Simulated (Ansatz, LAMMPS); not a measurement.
# Squeezing and shearing glassy 47SiO2-23SrO-30Li2O (mol %) (119 atoms), part 4 of 4

Aim: relax glassy 47SiO2-23SrO-30Li2O (mol %) (119 atoms), then change its volume and shape to read moduli from the stress.

Ansatz 0.2.0; Kohn-Sham DFT, revPBE, PAW (set soft_2), plane waves.

The cell: 20 Si, 10 Sr, 26 Li and 63 O. The quench rate of 25 K/ps far exceeds what a furnace or splat quench reaches. The network of bonds at the start is that of the classical potential that made the cell. Sampling is at Γ alone.

So far. Step 11 (Compressed by 1 % along x): The relaxation converged after 5 steps, 0.0702 eV below its start, with a largest force component of 0.025 eV/Å. Step 11 (Compressed by 1 % along x): Compressed by 1 % along x: the energy stands 0.0443 eV above that of the reference, at a pressure of 0.507 GPa.

**12. Sheared by 2 % in xy**

A shear of the relaxed cell gives the modulus that volume changes can't reach.

The input, input.yaml:

```yaml
crystal:
  lattice:
    - [11.38821, 0.11963, -0.23651]
    - [0.12451, 11.87607, 0.16851]
    - [-0.23482, 0.16614, 11.4888]
  atoms:
    [... the 119 atom lines of step 4 ...]
kpoints:
  mp_grid: { grid: [1, 1, 1] }
hamiltonian:
  xc: revpbe
scf:
  occupations: { method: fixed }
output:
  forces: true
  eigenvalues: true
  stress: true
relax:
  f_tol: 0.05
  max_steps: 70
```

Launch:

```
> ansatz run input.yaml --threads 4 --pin off --max-ram 8192MiB --backend cpu --events-out ev --progress --plain --runs-dir out
```

Numbers of over 12 decimals in the logs are rounded to 6 here.

What it wrote:

```text
[...]
Crystal: 119 atoms, lattice volume = 1552.669 Å³
Basis set: ecut = 420 eV, 30319 PW (Γ), exchange–correlation on 160×160×160 points (8 copies of the dense FFT grid, shifted against one another)
Bands: 437, of which v1, the nominal top of the filled ones, is band 318 counted from 1 (317 counted from 0)
Symmetry: 1 space group operations
[...]
k-points: 1
[...]
SCF iter   1: F=—  HF=-89565.767617 eV  |F-HF|=—  |Δ(HF+E_count)|=         —  Δρ=3.62e-3  dr2=2.43e-1  ethr=1.77e-3  ⟨swp⟩=5.0  Hψ=1668  notcnv=0  defer=114
[...]
SCF iter   7: F=-89565.754153 eV  HF=-89565.754140 eV  |F-HF|=1.26e-5  |Δ(HF+E_count)|=   4.30e-5  Δρ=2.22e-5  dr2=8.33e-6  ethr=9.83e-9  ⟨swp⟩=18.0  Hψ=3226  notcnv=0
SCF 1 converged in 7 iterations: F = -89565.754153 eV  dr2 = 8.33e-6
[...]
relax step   1: F+E_penalty+E_count = -89565.75415270 eV  Δ(F+E_penalty+E_count) = +0.000e0 eV  max|allowed force component| = 4.520e-1 eV/Å  Δτ_max = 0.0000 Å  (7 SCF iters, dr2 threshold 6.25e-5 eV, accepted)
[...]
relax step   2: F+E_penalty+E_count = -89565.82283863 eV  Δ(F+E_penalty+E_count) = -6.869e-2 eV  max|allowed force component| = 3.156e-1 eV/Å  Δτ_max = 0.0390 Å  (6 SCF iters, dr2 threshold 1.28e-5 eV, accepted)
[...]
relax step   3: F+E_penalty+E_count = -89565.85972842 eV  Δ(F+E_penalty+E_count) = -3.689e-2 eV  max|allowed force component| = 9.158e-2 eV/Å  Δτ_max = 0.0256 Å  (6 SCF iters, dr2 threshold 6.23e-6 eV, accepted)
relax step   4: F+E_penalty+E_count = -89565.72389554 eV  Δ(F+E_penalty+E_count) = +1.358e-1 eV  max|allowed force component| = 5.057e-1 eV/Å  Δτ_max = 0.2000 Å  (11 SCF iters, rejected (line search))
relax step   5: F+E_penalty+E_count = -89565.87749092 eV  Δ(F+E_penalty+E_count) = -1.776e-2 eV  max|allowed force component| = 5.559e-2 eV/Å  Δτ_max = 0.0600 Å  (10 SCF iters, accepted)
relax step   6: F+E_penalty+E_count = -89565.87904744 eV  Δ(F+E_penalty+E_count) = -1.557e-3 eV  max|allowed force component| = 5.686e-2 eV/Å  Δτ_max = 0.0179 Å  (8 SCF iters, accepted)
relax step   7: F+E_penalty+E_count = -89565.82813760 eV  Δ(F+E_penalty+E_count) = +5.091e-2 eV  max|allowed force component| = 2.300e-1 eV/Å  Δτ_max = 0.1500 Å  (11 SCF iters, rejected (line search))
[...]
relax step   8: F+E_penalty+E_count = -89565.88413928 eV  Δ(F+E_penalty+E_count) = -5.092e-3 eV  max|allowed force component| = 3.840e-2 eV/Å  Δτ_max = 0.0381 Å  (11 SCF iters, accepted)
SCF converged after 11 iterations
Free energy (F): -89565.884139 eV
[...]
Internal energy: -89565.884139 eV  (E = F + TS)
E sigma→0 (E₀):  -89565.884139 eV
Fermi energy:    4.451862 eV
[...]
--- Forces (eV/Å), atoms counted from 1 ---
  atom   1  Si     0.00938433    -0.01089304     0.01486008
  atom   2  Si    -0.01173852     0.00661105    -0.00026387
  atom   3  Si    -0.00251699     0.01145646    -0.00561562
  atom   4  Si     0.01226211     0.01084303    -0.00804440
  atom   5  Si    -0.00205104     0.01437321     0.01559634
  atom   6  Si     0.01305396     0.01366870    -0.00359440
  atom   7  Si    -0.00525705    -0.00249997     0.01104269
  atom   8  Si    -0.00023170    -0.01398530     0.00599215
  atom   9  Si    -0.00163220    -0.00139801     0.00139328
  atom  10  Si     0.00538355    -0.01158904     0.00499393
  atom  11  Si     0.01666286     0.00134797     0.00092154
  atom  12  Si     0.01208344    -0.00822486    -0.00953095
  atom  13  Si     0.00572058    -0.00208229    -0.00386954
  atom  14  Si    -0.00026416    -0.00743883    -0.00022118
[...]
atom 118  O      0.00406718     0.00154981    -0.00585884
  atom 119  O     -0.00034491    -0.01493792     0.01199413
  max |Σ_I F_I| component: 8.86e-5 eV/Å
--- Stress (GPa, compression-positive) ---
       -0.130301      -0.405879      -0.089131
       -0.405878      -0.087891      -0.035494
       -0.089128      -0.035493      -0.007862
  P = ⅓ Tr σ = -0.0754 GPa (-0.754 kbar)
--- Band table (eV) ---
[...]
--- Relaxed structure (8 steps of the walk, 6 accepted, 0 SCFs on fresh bases) ---
  F+E_penalty+E_count = -89565.88413928 eV   max|allowed force component| = 3.840e-2 eV/Å
  atoms:
    - { symbol: Si, position: [0.651345, 0.809581, 0.838486] }
    - { symbol: Si, position: [0.793160, 0.382213, 0.553977] }
    - { symbol: Si, position: [0.880444, 0.253067, 0.793520] }
    - { symbol: Si, position: [0.162226, 0.751748, 0.390975] }
[...]
- { symbol: O, position: [0.993436, 0.195973, 0.733404] }
```

The job ended after 2.8 min (4 threads of Arm Neoverse V2, shared host; peak memory 2.1 GiB).

The relaxation converged after 8 steps, 0.130 eV below its start, with a largest force component of 0.038 eV/Å.

Sheared by 2 % in xy: the energy stands 0.0322 eV above that of the reference, at a pressure of -0.0754 GPa.

**13. Pressure against volume**

Atoms are relaxed at each volume, in the scaled cell.

| volume change (%) | volume (Å³/atom) | energy change (meV/atom) | pressure (GPa) | largest move on relaxing (Å) | bonds | gap (eV) |
| --- | --- | --- | --- | --- | --- | --- |
| -10 | 11.744 | 19.62 | 5.40 | 0.86 | 257 | 3.59 |
| -6 | 12.266 | 6.96 | 3.10 | 0.52 | 248 | 3.69 |
| -3 | 12.657 | 1.80 | 1.54 | 0.14 | 239 | 3.65 |
| +0 | 13.049 | 0.00 | 0.01 | - | 238 | 3.57 |
| +3 | 13.440 | 1.29 | -1.07 | 0.22 | 233 | 3.53 |
| +6 | 13.832 | 5.07 | -1.98 | 0.37 | 229 | 3.51 |

**14. Uniaxial strain and shear**

Stress (GPa, compression positive) less that of the relaxed cell, atoms relaxed:

```csv
strain,xx,yy,zz,xy,energy change (meV/atom)
stretched by 1 % along x,-0.757,-0.190,-0.192,-0.057,0.26
compressed by 1 % along x,0.934,0.282,0.264,0.100,0.37
sheared by 2 % in xy,-0.142,-0.116,-0.011,-0.411,0.27
```

**15. What came out**

The bulk modulus, from the slope of pressure against ln V over the three points nearest the relaxed volume, is 43.5 GPa; between neighbouring points the slope runs 53, 50, 50, 37 and 32 GPa from the smallest volume up, without a steady fall, so no pressure derivative is given. The count of bonds runs from 229 to 257 over the series, so at some points contacts cross the cutoffs. At -10 % and -6 % some atom moved by over 0.5 Å on relaxing, so those points may sit in another local minimum. The gap goes from 3.59 eV at the smallest volume to 3.51 eV at the largest, not monotonically (lowest 3.51, highest 3.69 eV), on the run's k-points. In the Cartesian axes of the cell, finite differences give C11 = 84.5, C12 = 23.6, C13 = 22.8 and C66 = 20.5 GPa (the shear of 2 % is the engineering strain, εxy = 0.01). The mean of C11, C12 and C13, which equals the bulk modulus in a cubic or isotropic solid, is 43.6 GPa: it agrees with the bulk modulus within 10 %. For an isotropic solid C66 would equal (C11 − C12)/2 = 30.5 GPa; so small a sample needn't be isotropic, and C66 rests on one shear. With the bulk modulus and C66 as K and G, Young's modulus would be about 53 GPa and Poisson's ratio 0.30.

**Limits.** Strains are finite and relaxations stop at the force tolerance of the input, which can leave moduli too stiff; they are those of a static cell at zero temperature. Volumes are changed with the cell's shape held, so in an anisotropic solid the modulus lies over the one under free hydrostatic load. The program notes that the SCF threshold of the relaxations is loose for the stress.

The DFT runs together took 37 min of wall time.

[Logs are printed without paths, hosts, clocks, repeated set-up lines and the standing remarks that a program may print on its own settings, such as how far it seeks lower states.]

[Hosts, paths, dates, database ids (printed as entryN), source tags and the programs' standing remarks are cut or masked in the printed files.]
